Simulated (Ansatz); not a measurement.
# Ta(100)/ZrC(100) interface (56 atoms): support functions against a reference, part 2 of 2

Wanted: errors and times of a linear-scaling basis for Ta(100)/ZrC(100) interface (56 atoms). A setting counts as converged where the r.m.s. difference of forces stays under 1 % of the r.m.s. force.

Ansatz 0.2.0; Kohn-Sham DFT, PBE, PAW (set soft_2), plane waves.

The cell: 24 Ta, 16 Zr and 16 C. The host structure and its lattice constant were typed by rule, without a check against the phase diagram. The levels lack spin–orbit coupling.

So far. Step 4 (Support functions low): Forces differ from the reference by 2.9 meV/Å r.m.s., 0.96 % of their size, within a tolerance of 1 %; the energy by -1.1 meV/atom. Step 5 (Support functions medium, radius 3.75 Å): Forces differ from the reference by 2.1 meV/Å r.m.s., 0.70 % of their size, within a tolerance of 1 %; the energy by -1.1 meV/atom.

### Step 6. Support functions medium, radius 4.06 Å

Level of this step: Kohn-Sham DFT, PBE, PAW (set soft_2), localised support functions (medium) (Ansatz).

The radius confines each support function; a larger one gives more freedom and more work per atom.

Contents of input.yaml:

```yaml
crystal:
  lattice:
    - [13.6186, 0.0, 0.0]
    - [-1.60219, 6.40876, 0.0]
    - [0.0, 0.0, 11.98281]
  atoms:
    [... the 56 atom lines of step 2 ...]
kpoints:
  mp_grid: { grid: [2, 3, 2] }
hamiltonian:
  xc: pbe
scf:
  occupations: { method: fermi_dirac, width: 0.1 }
  eigensolver: { kind: { support_functions: { accuracy: medium, radius: 4.06 } } }
  max_iter: 150
output:
  forces: true
```

On the command line:

```
$ ansatz run input.yaml --threads 4 --pin off --max-ram 8192MiB --backend cpu --events-out ev --progress --plain --runs-dir out
```

Numbers of over 12 decimals in the logs are rounded to 6 here.

The program printed:

```text
[...]
Crystal: 56 atoms, lattice volume = 1045.840 Å³
Basis set: ecut = 420 eV, 20443 PW (Γ), exchange–correlation on 192×90×162 points (8 copies of the dense FFT grid, shifted against one another)
Bands: 341, of which v1, the nominal top of the filled ones, is band 284 counted from 1 (283 counted from 0)
Symmetry: 1 space group operations
k-points: 8 of 12 (time reversal used)
[...]
SCF iter   1: F=—  HF=-309330.520758 eV  |F-HF|=—  |Δ(HF+E_count)|=         —  Δρ=7.91e-2  dr2=2.02e2  ethr=1.00e-1
[...]
SCF iter   9: F=—  HF=-309320.853727 eV  |F-HF|=—  |Δ(HF+E_count)|=   4.25e-3  Δρ=1.82e-5  dr2=6.38e-6  ethr=6.37e-9  κ⁻¹=9.5e-8(r=7)
SCF iter  10: F=-309320.856879 eV  HF=-309320.856879 eV  |F-HF|=2.22e-7  |Δ(HF+E_count)|=   3.15e-3  Δρ=5.25e-6  dr2=4.47e-7  ethr=1.12e-9
SCF 1 converged in 10 iterations: F = -309320.890269 eV  dr2 = 4.47e-7
[...]
SCF converged after 10 iterations
[...]
Free energy (F): -309320.890269 eV
[...]
Internal energy: -309319.330255 eV  (E = F + TS)
E sigma→0 (E₀):  -309320.110262 eV
Entropy (-TS):   -1.560014 eV (-27.857 meV/atom)
Fermi energy:    13.317553 eV
[...]
Σ components = -309320.890269   (vs F -309320.890269, Δ=0.00e0)
--- Forces (eV/Å), atoms counted from 1 ---
  atom   1  Ta     0.29178940     0.42571111     0.54486034
  atom   2  Ta     0.11269868    -0.35921105     0.23398367
  atom   3  Ta    -0.26336001    -0.27392383    -0.44940502
  atom   4  Ta     0.29222517     0.33855283     0.35726770
[...]
atom  56  C     -0.10549530    -0.29005977    -0.12039337
  max |Σ_I F_I| component: 3.30e-3 eV/Å
--- Band table (eV; the first three rows and the last of 8) ---
[...]
```

It took 70 s on 4 threads of Intel Xeon 6975P-C (Granite Rapids), shared host; peak memory 3.1 GiB.

Keys that differ from the reference: support_functions.accuracy = "medium", support_functions.radius = 4.06 and scf.max_iter = 150.

Forces differ from the reference by 1.5 meV/Å r.m.s., 0.52 % of their size, within a tolerance of 1 %; the energy by -1.1 meV/atom.

### Step 7. What each setting buys

Each row is set against the plane-wave reference (Kohn-Sham DFT, PBE, PAW (set soft_2), plane waves; r.m.s. force component 0.297 eV/Å). Energies are set beside the reference only for runs with its functional, potentials and electron count. Times are for 4 threads of Intel Xeon 6975P-C (Granite Rapids), shared host. The reference's time includes the DOS, the stress and grids, which some other runs skip.

```tsv
run	Δ force, r.m.s. (meV/Å)	share of r.m.s. force (%)	Δ energy (meV/atom)	cycles	time	host memory (GiB)
reference	-	-	-	8	79 s	6.4
support functions medium	1.81	0.610	-1.12	10	64 s	3.0
support functions low	2.85	0.960	-1.12	9	59 s	3.0
support functions medium, radius 3.75 Å	2.09	0.702	-1.10	10	60 s	2.8
support functions medium, radius 4.06 Å	1.54	0.517	-1.13	10	70 s	3.1
```

### Step 8. The reference in detail

With the settings judged, the reference run is read for its physics.

Length of the force by element:

```tsv
element	coordination	atoms	mean length of the force (eV/Å)	spread	least	most
C	all	16	0.320	0.125	0.0342	0.546
Ta	all	24	0.503	0.164	0.128	0.749
Zr	all	16	0.582	0.229	0.258	1.13
```

Löwdin charges by element (they lack the spilled electrons, 0.058 e an atom on average):

```tsv
element	coordination	atoms	mean charge (e)	spread	least	most
C	all	16	-0.767	0.0023	-0.770	-0.761
Ta	all	24	0.173	0.0829	0.053	0.248
Zr	all	16	0.711	0.0039	0.705	0.721
```

By region:

```tsv
region	atoms	mean length of the force (eV/Å)
Ta	24	0.503
ZrC	32	0.451
```

States in the cell by windows of 1 eV, zero at the Fermi level; the larger projections on atomic orbitals stand beside the total:

```tsv
from (eV)	to (eV)	total	ZrC	Ta d	Zr d	C p	Ta s	C s
-18	-11	0.0	0.0	0.0	0.0	0.0	0.0	0.0
-11	-10	2.3	2.3	0.0	0.1	0.0	0.0	1.1
-10	-9	18.6	18.4	0.1	4.1	0.2	0.1	11.2
-9	-8	11.2	11.0	0.1	1.9	0.1	0.0	8.1
-8	-7	0.2	0.0	0.0	0.0	0.0	0.2	0.0
-7	-6	2.6	0.1	0.1	0.0	0.0	2.4	0.0
-6	-5	3.4	0.1	0.4	0.1	0.0	2.8	0.0
-5	-4	13.3	5.2	2.7	1.9	2.4	5.3	0.1
-4	-3	37.8	16.4	15.1	5.9	8.3	5.9	0.3
-3	-2	58.7	36.3	19.6	14.1	20.3	2.0	0.4
-2	-1	61.1	26.3	32.1	10.6	14.6	1.2	0.4
-1	0	37.6	12.5	22.3	5.9	5.6	1.4	0.3
0	1	47.4	12.0	30.9	8.1	2.6	2.0	0.3
```

Between -26 and -18 eV lie 5 more states.

The stored curve holds about 252 of the 568 electrons; the rest, give or take the few that broadening carries across the Fermi level, lie in deeper levels below its range.

The levels nearest the highest filled one (over half full), pooled over k-points and spins:

```tsv
level less the highest filled one (eV)	occupation
-0.0455	1.23
-0.0222	1.11
-0.0188	1.10
-0.005	1.03
-0.0016	1.01
0	1.00
0.0021	0.993
0.0047	0.98
0.0057	0.975
0.0067	0.97
0.0148	0.93
0.0164	0.922
```

Planar average of the electrostatic potential energy along the normal, with the Fermi level as zero, after a running mean with a triangular window 4 Å wide at its base:

```tsv
height (Å)	potential energy (eV)
0.0	-8.28
0.3	-9.21
0.7	-9.94
1.0	-10.20
1.3	-10.38
1.6	-10.45
2.1	-10.28
2.4	-10.05
2.7	-9.74
3.1	-8.86
3.4	-7.83
3.7	-6.51
4.0	-5.19
4.4	-3.93
4.7	-3.79
5.0	-4.20
5.5	-5.60
5.8	-6.87
6.1	-8.12
6.4	-9.00
6.8	-9.43
7.1	-9.39
7.4	-9.33
7.8	-9.32
8.1	-9.37
8.4	-9.40
8.7	-9.20
9.2	-8.00
9.5	-6.71
9.8	-5.38
10.2	-3.91
10.5	-3.49
10.8	-3.63
11.1	-4.37
11.5	-6.30
11.8	-7.68
```

Electrostatic potential energy in the ca plane at fractional y = 0.632, with atoms of Ta and Zr and C within 0.2 Å of it. With pseudopotentials it is smooth inside the atoms' cores, unlike the true potential.

Ten even steps from '0' (-42 eV) to '9' (17 eV), each cell a mean:
```
6789999876789998765679998899999887
9886557889999999998999999999999999
9863003689999999999999999999999999
9863013799999998765679999899999999
9987667899999997300048973259999999
9999999999999997300038872048999999
9999889999999998754578998789999999
9976446899999999999999998889999999
9862003699999999999999987788999999
9874225799999999988899988889999999
8888778888889999877789999999999988
5689999765578999887889999999999865
4579998754568999998999987678999864
7788888877789999953589741025899987
9999889999999999820278620004899999
8999999998899999987899863347899998
3579998743468999999999998889999864
0048997400026899999999999999998620
0258998410137999998999987678998630
6789999865678999987799852147899876
9999889999999999987899863247899999
9998888999999999988899987788999999
6788988876788998754578998899999887
5689999865578998620268987689999865
```
Columns run along c (12.0 Å; values clipped at the 3rd and 97th percentile), rows up along a (13.6 Å). Atoms in or near the plane, at fractional coordinates: Ta at (0.27, 0.25), Ta at (0.00, 0.25), Zr at (0.53, 0.78), C at (0.73, 0.78), Zr at (0.73, 0.40).

Valence density in the ca plane at fractional y = 0.632, with atoms of Ta and Zr and C within 0.2 Å of it. It is the smooth field of the valence electrons, not physical close to the nuclei.

Values in e/Å³, 13 rows by 16 columns, each cell a mean:
```
0.4 0.4 0.6 0.4 0.4 0.2 0.1 0.2 0.7 0.4 0.2 0.4 0.3 0.1 0.1 0.3
0.2 1.9 3.6 0.9 0.2 0.1 0.1 0.1 0.4 0.2 0.2 0.3 0.2 0.1 0.1 0.1
0.2 0.6 0.9 0.4 0.2 0.1 0.1 0.9 3.4 2.0 0.4 1.2 0.9 0.2 0.1 0.1
0.2 0.3 0.4 0.3 0.2 0.1 0.1 0.4 1.6 0.8 0.3 0.7 0.6 0.1 0.1 0.1
0.2 1.7 3.2 0.8 0.2 0.1 0.1 0.1 0.4 0.3 0.2 0.4 0.3 0.1 0.1 0.1
0.3 0.7 1.2 0.4 0.3 0.1 0.1 0.2 0.5 0.3 0.2 0.4 0.3 0.1 0.1 0.2
1.3 0.3 0.3 0.5 1.5 0.5 0.1 0.2 0.4 0.3 0.2 0.4 0.3 0.1 0.1 1.0
0.4 0.3 0.3 0.3 0.4 0.2 0.1 0.4 1.3 0.8 0.6 3.0 2.6 0.3 0.1 0.3
0.5 0.3 0.2 0.3 0.6 0.2 0.1 0.2 0.7 0.4 0.3 1.4 1.1 0.1 0.1 0.4
3.6 0.7 0.3 1.7 4.0 1.8 0.1 0.1 0.2 0.2 0.1 0.2 0.2 0.1 0.3 3.1
1.3 0.4 0.3 0.6 1.6 0.5 0.1 0.2 0.7 0.6 0.3 1.7 1.2 0.2 0.2 1.0
0.2 0.3 0.3 0.3 0.2 0.1 0.1 0.2 0.6 0.4 0.2 0.9 0.7 0.1 0.1 0.2
0.8 0.3 0.3 0.4 1.0 0.4 0.1 0.4 2.0 1.0 0.3 0.7 0.6 0.1 0.1 0.6
```
Columns run along c (12.0 Å), rows up along a (13.6 Å). Atoms in or near the plane, at fractional coordinates: Ta at (0.27, 0.25), Ta at (0.00, 0.25), Zr at (0.53, 0.78), C at (0.73, 0.78), Zr at (0.73, 0.40).

Mean Löwdin charges: C -0.77, Ta +0.17, Zr +0.71 e (they miss 0.58 % of the electrons, so they add up to more than the cell's charge). Within 0.4 eV of the Fermi level the largest share is Ta d (68 % of the projected weight).

### Step 9. Distances and neighbours

These statistics describe the geometry on which the runs were made.

Density 9.52 g/cm³, 18.68 Å³ an atom.

Pair distribution functions g(r), in bins of 0.2 Å:

```tsv
r (Å)	total	Ta-Ta	Ta-C	Ta-Zr	C-C	C-Zr	Zr-Zr
2.20	0.26	0.00	0.00	0.00	0.00	1.57	0.00
2.40	3.62	0.00	0.00	0.00	0.00	22.16	0.00
2.60	0.00	0.00	0.00	0.00	0.00	0.00	0.00
2.80	2.01	10.95	0.00	0.00	0.00	0.00	0.00
3.00	0.06	0.34	0.00	0.00	0.00	0.00	0.00
3.20	1.71	3.37	0.00	0.00	6.35	0.00	7.00
3.40	3.38	4.05	1.20	1.38	12.60	0.00	11.95
3.60	0.28	0.00	0.58	0.57	0.00	0.00	0.00
3.80	0.41	0.00	0.93	0.77	0.00	0.00	0.00
4.00	0.98	0.00	0.00	0.00	0.00	6.00	0.00
4.20	0.05	0.00	0.00	0.00	0.00	0.29	0.00
4.40	0.04	0.00	0.00	0.16	0.00	0.00	0.00
4.60	1.98	4.65	0.93	0.87	4.18	0.00	4.19
4.80	0.55	0.65	0.89	0.47	0.58	0.00	0.58
5.00	0.64	0.00	1.16	1.44	0.00	0.00	0.00
5.20	2.50	0.00	1.29	1.33	0.00	11.41	0.00
5.40	0.92	4.97	0.00	0.00	0.00	0.00	0.00
5.60	0.78	1.41	0.79	0.82	0.70	0.00	0.91
5.80	1.70	1.19	1.19	1.19	5.65	0.00	5.45
6.00	0.40	0.00	0.78	0.84	0.00	0.00	0.00
6.20	0.39	0.00	0.79	0.79	0.00	0.00	0.00
6.40	0.59	0.00	1.28	1.14	0.00	0.00	0.00
6.60	1.35	1.59	1.29	1.43	2.38	0.00	2.38
6.80	0.72	0.00	1.60	1.34	0.00	0.00	0.00
7.00	0.92	0.00	0.40	0.53	0.00	4.23	0.00
7.20	1.18	1.79	1.75	1.73	0.00	0.00	0.00
7.40	2.24	3.39	1.41	1.39	5.72	0.00	5.72
7.60	0.64	0.00	1.25	1.33	0.00	0.08	0.00
```

The surroundings of Ta2, whose charge lies farthest from its element's mean, nearest first, numbered as they follow in the input and with coordinates relative to it.

```tsv
atom	x	y	z	distance (Å)	Löwdin charge (e)	Fx	Fy	Fz (eV/Å)
Ta2	0.00	0.00	0.00	0.00	0.05	0.11	-0.36	0.23
Ta4	1.22	1.95	-1.60	2.80	0.22	0.29	0.34	0.35
Ta10	-2.00	1.17	-1.65	2.85	0.23	0.16	0.37	0.46
Ta7	-1.17	-2.05	-1.59	2.85	0.21	0.15	0.39	0.21
Ta6	-2.00	1.18	1.67	2.86	0.24	-0.43	-0.32	-0.33
Ta24	1.97	-1.23	1.68	2.87	0.24	-0.41	-0.31	-0.29
Ta21	1.23	1.99	1.67	2.88	0.24	-0.33	-0.36	-0.45
Ta1	2.00	-1.23	-1.67	2.88	0.24	0.29	0.43	0.54
Ta3	-1.18	-2.02	1.69	2.89	0.25	-0.26	-0.27	-0.45
Ta5	-0.80	3.16	0.00	3.26	0.06	0.09	0.25	0.18
Ta8	-3.21	-0.82	0.02	3.31	0.06	0.09	0.09	0.00
Ta23	3.24	0.79	0.02	3.33	0.06	-0.32	-0.28	0.11
Ta5	0.80	-3.25	0.00	3.35	0.06	0.09	0.25	0.18
```

### Step 10. Summary of results

```
free energy per atom        : -5523.5862 eV/atom
density                     : 9.518 g/cm³
pressure                    : -9.867 GPa
r.m.s. force component      : 0.2974 eV/Å
wall time of the 5 DFT runs : 5.5 min
```

What this shows: Against plane waves at 420 eV, the forces differ by 1.8 meV/Å (0.61 %) with support functions medium, and by 1.5 meV/Å in the closest run (support functions medium, radius 4.06 Å). Differences between support functions and plane waves include what basis error the plane-wave run still has. As the radius goes from 3.75 to 4.06 Å, the force difference goes from 2.1 to 1.5 meV/Å, and the time from 60 s to 70 s.

147 levels are partly filled, by over 2 % (on the run's k-points): at this level the cell shows no clear gap. Levels of broken or missing bonds inside a gap of the host would look the same.

**Limits.** The geometry was built by rule, was displaced at random and isn't relaxed at this level: its force components are 0.30 eV/Å r.m.s. The stress is far from hydrostatic: its diagonal is -8.5, -8.2, -12.9 GPa, compression counted positive. The pressure of -9.9 GPa means that a free cell would contract at this level.

[Logs are printed without paths, hosts, clocks, repeated set-up lines and the standing remarks that a program may print on its own settings, such as how far it seeks lower states.]

[Hosts, paths, dates, database ids (printed as entryN), source tags and the programs' standing remarks are cut or masked in the printed files.]
